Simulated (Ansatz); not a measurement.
**InSe (P-6m2): G0W0 under other settings**

Aim: change settings of a G0W0 run on InSe (P-6m2) and see what moves.

Method: G0W0 on LDA, plane waves, PAW, in Ansatz 0.2.0.

## (1) The structure

The structure is hexagonal, space group P-6m2 (No. 187). The conventional cell has a = 3.975 Å, b = 3.975 Å, c = 16.264 Å, α = 90.00°, β = 90.00°, γ = 120.00°. Nearest to In lie 3 Se at 2.62 Å and 1 In at 2.74 Å. Nearest to Se lie 3 In at 2.62 Å. Nearest to Se lie 3 In at 2.62 Å. Farther neighbours and most contacts between anions are not listed.

Coordinates:

```cif
data_structure
_symmetry_space_group_name_H-M 'P-6m2'
_symmetry_Int_Tables_number 187
_cell_length_a 3.9749
_cell_length_b 3.9749
_cell_length_c 16.2636
_cell_angle_alpha 90.000
_cell_angle_beta 90.000
_cell_angle_gamma 120.000
_cell_volume 222.53
loop_
_atom_site_label
_atom_site_type_symbol
_atom_site_symmetry_multiplicity
_atom_site_Wyckoff_symbol
_atom_site_fract_x
_atom_site_fract_y
_atom_site_fract_z
_atom_site_occupancy
In1 In 2 g 0.00000 0.00000 0.58430 1
In2 In 2 h 0.33333 0.66667 0.91570 1
Se1 Se 2 i 0.66667 0.33333 0.83783 1
Se2 Se 2 h 0.33333 0.66667 0.66210 1
```

The structure was relaxed with LDA. The runs that relaxed it are not among those shown. The default PAW set here is soft_2. Its files were made with PBE.

## (2) The base run: 6×6×2 mesh, 389 empty bands, screening to 84 eV, plasmon pole

G0W0 replaces the xc potential by the self-energy, built once from these orbitals. Only a window of levels is corrected, while the sums run over the empty bands that the input names.

Input file input.yaml:

```yaml
crystal:
  lattice:
    - [3.9748709455, 0.0, 0.0]
    - [-1.9874354728, 3.4423392156, 0.0]
    - [0.0, 0.0, 16.2636494814]
  atoms:
    - { symbol: In, position: [0.0, 0.0, 0.5842950809] }
    - { symbol: In, position: [0.0, 0.0, 0.4157049191] }
    - { symbol: In, position: [0.3333333333, 0.6666666667, 0.9156997426] }
    - { symbol: In, position: [0.3333333333, 0.6666666667, 0.0843002574] }
    - { symbol: Se, position: [0.6666666667, 0.3333333333, 0.8378264049] }
    - { symbol: Se, position: [0.6666666667, 0.3333333333, 0.1621735951] }
    - { symbol: Se, position: [0.3333333333, 0.6666666667, 0.6621026916] }
    - { symbol: Se, position: [0.3333333333, 0.6666666667, 0.3378973084] }
kpoints:
  mp_grid: { grid: [6, 6, 2] }
hamiltonian:
  xc: lda
scf:
  occupations: { method: fixed }
gw:
  n_empty_bands: 389
  ecut_chi: 84
  qp_bands: [v2, c2]
  qp_kpoints: band_edges
  screening: { model: godby_needs }
```

On the command line:

```sh
> ansatz run input.yaml --threads 3 --pin off --max-ram 92160MiB --backend cuda --events-out ev --progress --plain --runs-dir out --devices 1 --max-vram 13GiB
```

Numbers of over 12 decimals in the logs are rounded to 6 here.

Log:

```text
GPUs: using 1 of 1 available (devices: 1).
Engine: ansatz 0.2.0, x86_64-unknown-linux-gnu
Pseudopotentials: kind: paw
Pseudopotential: In, paw, valence charge 13, recommended cutoff 420 eV (normal), In.paw.azcp
Pseudopotential: Se, paw, valence charge 16, recommended cutoff 420 eV (normal), Se.paw.azcp
Functional definition: SPW92
  exchange = slater_x
  correlation = pw_c
device memory: the entry about to start is reckoned to put 4.3 GiB on a device that reports 36.4 GiB free (of which the cap on the GPU budget leaves the run 13.0 GiB)
GPU FFT provider: cuFFT
GPU libraries: cuBLAS 13.8.2, cuFFT 12.4.0, cuSOLVER 12.3.4
Crystal: 8 atoms, lattice volume = 222.533 Å³
Basis set: ecut = 420 eV, 4387 PW (Γ)
Bands: 70, of which v1, the nominal top of the filled ones, is band 58 counted from 1 (57 counted from 0)
Symmetry: 12 space group operations
Space group: P-6m2 (ITA 187), of the structure as read, at distance tolerance 6.1e-5 Å
k-points: 14 of 72 (time reversal used)
Non-local potential: In, projectors of the file, l = 0: 2, l = 1: 2, l = 2: 2, l = 3: 2
Non-local potential: Se, projectors of the file, l = 0: 2, l = 1: 2, l = 2: 3, l = 3: 1
PAW form: soft (Blöchl's): semilocal exchange-correlation on the pseudo side does not see the compensation charge
PAW frozen core: In, regenerated for the run's functional, and the local potential with it (the file was generated under x = pbe(κ = 0.804, μ = 0.219515), c = pbe(β = 0.066725))
PAW frozen core: Se, regenerated for the run's functional, and the local potential with it (the file was generated under x = pbe(κ = 0.804, μ = 0.219515), c = pbe(β = 0.066725))
PAW one-centre angular grid: In, 590 points (default); XC on 64 Gauss nodes
PAW one-centre angular grid: Se, 590 points (default); XC on 64 Gauss nodes
Initial density: superposition of atomic densities (neutral atoms: chi_scale 0, normalization atom), corrected by the library's trained network
Initial wavefunctions: pseudopotential atomic-orbital guess
GPU buffer pool allocated for 87480 grid points (all kernels)
GPU transforms: local potential and band sums: pruned to the plane-wave sphere, on 25×27×120
Functional: x = slater, c = lda
SCF iter   1: F=—  HF=-43365.519850 eV  |F-HF|=—  |Δ(HF+E_count)|=         —  Δρ=6.88e-3  dr2=1.11e-1  ethr=1.77e-3  ⟨swp⟩=5.0  Hψ=3313  notcnv=0  defer=135
preconditioner: auto → Resta (q_TF=auto, 2.448 Å⁻¹)  ε∞=3.4  [insulator: Δε(μ)=0.149 eV  Ē_g=13.932 eV  n_scr=66 (ndim 8)  ℏωp=21.7 eV  f_vac=0.064  ε∞_Penn≈3.4]
SCF iter   2: F=—  HF=-43365.491623 eV  |F-HF|=—  |Δ(HF+E_count)|=   2.82e-2  Δρ=2.86e-3  dr2=1.00e-2  ethr=9.59e-5  ⟨swp⟩=3.1  Hψ=1698  notcnv=0  defer=139
SCF iter   3: F=—  HF=-43365.489426 eV  |F-HF|=—  |Δ(HF+E_count)|=   2.20e-3  Δρ=9.15e-4  dr2=1.41e-3  ethr=8.63e-6  ⟨swp⟩=2.0  Hψ=1436  notcnv=0  defer=140
[...]
E_vxc        = -798.800739  (∫ρ·V_xc dr)
  E_paw        = -23370.260455  (= ΣΔE_a)
  E_vpaw       = -360.510407  (= ΣTr[D̂ρ^β])
  E_aug_tail   = -0.002296  (compensation charges beyond the density's cutoff)
  E_ewald      = -10968.132557
  E_core_change = 10.007595  (= ΣΔE_core)
  E_smearing   = -0.000000  (= −TS)
  E_closure    = 0.000000  (closes the sum)
  Σ components = -43365.489245   (vs F -43365.489245, Δ=0.00e0)
--- Band table (eV; the first three rows and the last of 14) ---
  k-point 0: bands = [... 54 lower, 6.4115, 6.5011, 6.5011, 7.7156, 7.8869, 9.4134, 9.6113, 9.6843, ... 8 higher]
  k-point 1: bands = [... 54 lower, 6.4669, 6.4669, 6.6103, 6.6580, 8.8028, 8.9060, 9.6688, 9.6972, ... 8 higher]
  k-point 2: bands = [... 54 lower, 6.1196, 6.2528, 6.4411, 7.4406, 9.2184, 9.7717, 10.2098, 10.3595, ... 8 higher]
  k-point 13: bands = [... 54 lower, 5.0572, 5.4397, 5.6484, 6.0677, 9.0641, 9.4091, 9.9001, 10.2316, ... 8 higher]
--- G₀W₀: ω_p = 26.8095 eV, 72 q-points, 389 empty bands' worth ---
  eigenvalues of the whole cell's RPA ε∞ on this k-mesh (on a slab, of 1 + 4πα/V) = 9.2830, 9.2830, 304.9388; static W/v taken at q = 0 is 0.004519
  GN-PPA: 4398228/10877677 pairs with Re ω̃² < 0 across q-mesh
  bands read: the sum over 447 bands ends inside a degenerate multiplet in 1 slot, whose members it reads at an even weight; the widest, k=0: bands 447 to 448 (counted from 1) at 1/2 each
  gw.qp_kpoints: band_edges: 11 of 14 stored k-points solved, in 1 pass; an edge of the gap read off the rows below is read off those points alone
    valence top: of the k-points left out ik 9 came nearest to being solved in a further pass, in band 57 (counted from 1, as in the quasiparticle table): it holds the edge there only if its correction is more favourable than any solved in that band by at least 0.856 eV; those differ by 0.276 eV
    conduction bottom: of the k-points left out ik 11 came nearest to being solved in a further pass, in band 59 (counted from 1, as in the quasiparticle table): it holds the edge there only if its correction is more favourable than any solved in that band by at least 0.974 eV; those differ by 0.502 eV
    ik  band        ε_KS         Σx   Σc(E_QP)       V_xc       Z   E_QP_lin       E_QP  E_QP is
     0    57      6.5011   -18.2137     1.8160   -16.2685  0.7815     6.3719     6.3720  root
     0    58      7.7156   -16.3679     1.0331   -15.2520  0.7870     7.6328     7.6328  root
     0    59      7.8869   -10.6780    -3.1862   -14.5339  0.8023     8.5588     8.5567  root
     0    60      9.4134   -10.9689    -3.5484   -15.1684  0.7920    10.0669    10.0645  root
     1    57      6.6103   -15.3292     0.8898   -14.4418  0.7878     6.6126     6.6126  root
     1    58      6.6580   -15.3560     0.8925   -14.4518  0.7878     6.6463     6.6463  root
     1    59      8.8028   -11.3698    -2.9842   -14.8958  0.7968     9.3459     9.3445  root
     1    60      8.9060   -11.4833    -2.9915   -15.0113  0.7963     9.4439     9.4426  root
[...]
13    57      5.6484   -15.0796     1.4427   -13.3649  0.7900     5.3730     5.3764  root
    13    58      6.0677   -16.1555     1.5936   -14.3325  0.7845     5.8380     5.8383  root
    13    59      9.0641    -7.3957    -3.5246   -11.2195  0.8058     9.3638     9.3633  root
    13    60      9.4091    -7.5732    -3.5140   -11.3546  0.8032     9.6768     9.6764  root
[key lines of the parts left out:]
SCF converged after 8 iterations
Free energy (F): -43365.489245 eV
Fermi energy:    7.715558 eV
```

Run time: 72 s. Hardware: 1 × NVIDIA H100 80GB HBM3 (shared by 6 runs) with 3 threads of AMD EPYC 7R13 (Zen 3), shared host; peak memory 2.9 GiB; 2.2 min of CPU time.

Numbers from this step:

- bands summed: 447
- plasmon-pole fit frequency: 26.81 eV
- RPA ε∞ on this mesh (eigenvalues): 9.283, 9.283, 304.9
- plane waves in the screening matrix: 355
- q-points in the mesh: 72
- G0W0 gap on the mesh: 0.9239 eV
- k of the valence top: 0, 0, 0
- k of the conduction bottom: 0, 0, 0
- starting gap on the mesh: 0.1714 eV
- Z at the valence top: 0.7870
- Z at the conduction bottom: 0.8023
- least direct G0W0 gap on the computed points: 0.9239 eV

The gap on the mesh goes from 0.17 eV to 0.92 eV, a correction of +0.75 eV. Between the two edge states, bare exchange in place of the xc potential would open the gap by 4.97 eV, and correlation takes back 4.22 eV.

## (3) Variant: plasmon pole at a typed frequency

Edit input.yaml of step 2 so:

```diff
@@ -21,4 +21,4 @@
 gw:
-  n_empty_bands: 389
-  ecut_chi: 84
+  n_empty_bands: 505
+  ecut_chi: 100
   qp_bands: [v2, c2]
@@ -26 +26,2 @@
   screening: { model: godby_needs }
+  plasmon_pole_fit_frequency: 25
```

Log:

```text
GPUs: using 1 of 1 available (devices: 1).
[...]
GPU FFT provider: cuFFT
GPU libraries: cuBLAS 13.8.2, cuFFT 12.4.0, cuSOLVER 12.3.4
Crystal: 8 atoms, lattice volume = 222.533 Å³
Basis set: ecut = 420 eV, 4387 PW (Γ)
Bands: 70, of which v1, the nominal top of the filled ones, is band 58 counted from 1 (57 counted from 0)
Symmetry: 12 space group operations
[...]
k-points: 14 of 72 (time reversal used)
[...]
GPU buffer pool allocated for 87480 grid points (all kernels)
[...]
SCF iter   1: F=—  HF=-43365.519850 eV  |F-HF|=—  |Δ(HF+E_count)|=         —  Δρ=6.88e-3  dr2=1.11e-1  ethr=1.77e-3  ⟨swp⟩=5.0  Hψ=3313  notcnv=0  defer=135
[...]
SCF iter   8: F=-43365.489245 eV  HF=-43365.489245 eV  |F-HF|=6.02e-9  |Δ(HF+E_count)|=   1.31e-8  Δρ=1.71e-6  dr2=1.20e-8  ethr=8.62e-11  ⟨swp⟩=10.2  Hψ=3691  notcnv=0
SCF 1 converged in 8 iterations: F = -43365.489245 eV  dr2 = 1.20e-8
[...]
NSCF: frozen V_eff on 14 k-points
[...]
G₀W₀ screening: q 1/14
[... further progress lines ...]
SCF converged after 8 iterations
Free energy (F): -43365.489245 eV
[...]
Internal energy: -43365.489245 eV  (E = F + TS)
E sigma→0 (E₀):  -43365.489245 eV
Fermi energy:    7.715558 eV
[...]
--- Band table (eV; the first three rows and the last of 14) ---
  k-point 0: bands = [... 54 lower, 6.4115, 6.5011, 6.5011, 7.7156, 7.8869, 9.4134, 9.6113, 9.6843, ... 8 higher]
  k-point 1: bands = [... 54 lower, 6.4669, 6.4669, 6.6103, 6.6580, 8.8028, 8.9060, 9.6688, 9.6972, ... 8 higher]
  k-point 2: bands = [... 54 lower, 6.1196, 6.2528, 6.4411, 7.4406, 9.2184, 9.7717, 10.2098, 10.3595, ... 8 higher]
  k-point 13: bands = [... 54 lower, 5.0572, 5.4397, 5.6484, 6.0677, 9.0641, 9.4091, 9.9001, 10.2316, ... 8 higher]
--- G₀W₀: ω_p = 25.0000 eV, 72 q-points, 505 empty bands' worth ---
[...]
GN-PPA: 7283862/18362239 pairs with Re ω̃² < 0 across q-mesh
[...]
0    57      6.5011   -18.2137     1.7408   -16.2685  0.7782     6.2965     6.2968  root
     0    58      7.7156   -16.3679     0.9574   -15.2520  0.7838     7.5569     7.5571  root
     0    59      7.8869   -10.6780    -3.2478   -14.5339  0.7999     8.4969     8.4951  root
     0    60      9.4134   -10.9689    -3.6203   -15.1684  0.7891     9.9946     9.9925  root
     1    57      6.6103   -15.3292     0.8278   -14.4418  0.7846     6.5506     6.5506  root
     1    58      6.6580   -15.3560     0.8296   -14.4518  0.7847     6.5834     6.5834  root
     1    59      8.8028   -11.3698    -3.0541   -14.8958  0.7940     9.2757     9.2746  root
     1    60      8.9060   -11.4833    -3.0632   -15.0113  0.7935     9.3718     9.3708  root
[...]
13    57      5.6484   -15.0796     1.3923   -13.3649  0.7854     5.3253     5.3260  root
    13    58      6.0677   -16.1555     1.5316   -14.3325  0.7815     5.7758     5.7763  root
    13    59      9.0641    -7.3957    -3.5600   -11.2195  0.8032     9.3283     9.3279  root
    13    60      9.4091    -7.5732    -3.5520   -11.3546  0.8005     9.6387     9.6384  root
```

It took 96 s on 1 × NVIDIA H100 80GB HBM3 (shared by 6 runs) with 3 threads; peak memory 3.7 GiB.

The G0W0 gap on the mesh is 0.938 eV.

Against the base:

```
                   setting  base  variant
               empty bands   389      505
     screening cutoff (eV)    84      100
plasmon pole fit frequency     -       25
```

```
                                    quantity  variant   base
                    starting gap on the mesh    0.171  0.171
                        G0W0 gap on the mesh    0.938  0.924
least direct G0W0 gap on the computed points    0.938  0.924
                        Z at the valence top    0.784  0.787
                  Z at the conduction bottom    0.800  0.802
```

## (4) Summary of results

```
base                              : 0.92 eV, 72 s
plasmon pole at a typed frequency : 0.94 eV, 96 s
```

In words: Plasmon pole at a typed frequency: the gap moves by +0.01 eV. The variant differs from the base in empty bands, screening cutoff and plasmon pole fit frequency together, so the change can't be laid to one of them. All runs here use a coarse mesh and modest cutoffs; they test settings and are not final values. The 6×6×2 mesh is coarse for this cell (its supercell is 24 Å along the shortest edge). The RPA ε∞ on it, from the LDA start, is 9.28 and 304.94; such meshes misread the long-range screening, most where the gap is narrow. On this mesh the RPA ε∞ passes 90, more than nearly any semiconductor shows; a coarse mesh does this where one point with a narrow direct gap carries much weight. The screening is then too strong, and the G0W0 gap should not be taken as the material's. The many-body steps are scalar-relativistic: spin-orbit coupling is not in them.

[Paths, hosts, dates, memory and timing lines, banners, echoed tables and standing remarks are left out of the program output.]

[Logs are printed without paths, hosts, clocks, repeated set-up lines and the standing remarks that a program may print on its own settings, such as how far it seeks lower states.]

[Runs of the session that timed out or met a known fault of the program may be left out.]

[Cells called generated may have been cut or substituted from an entry of the Crystallography Open Database or the Materials Project.]

[Hosts, paths, dates, database ids (printed as entryN), source tags and the programs' standing remarks are cut or masked in the printed files.]
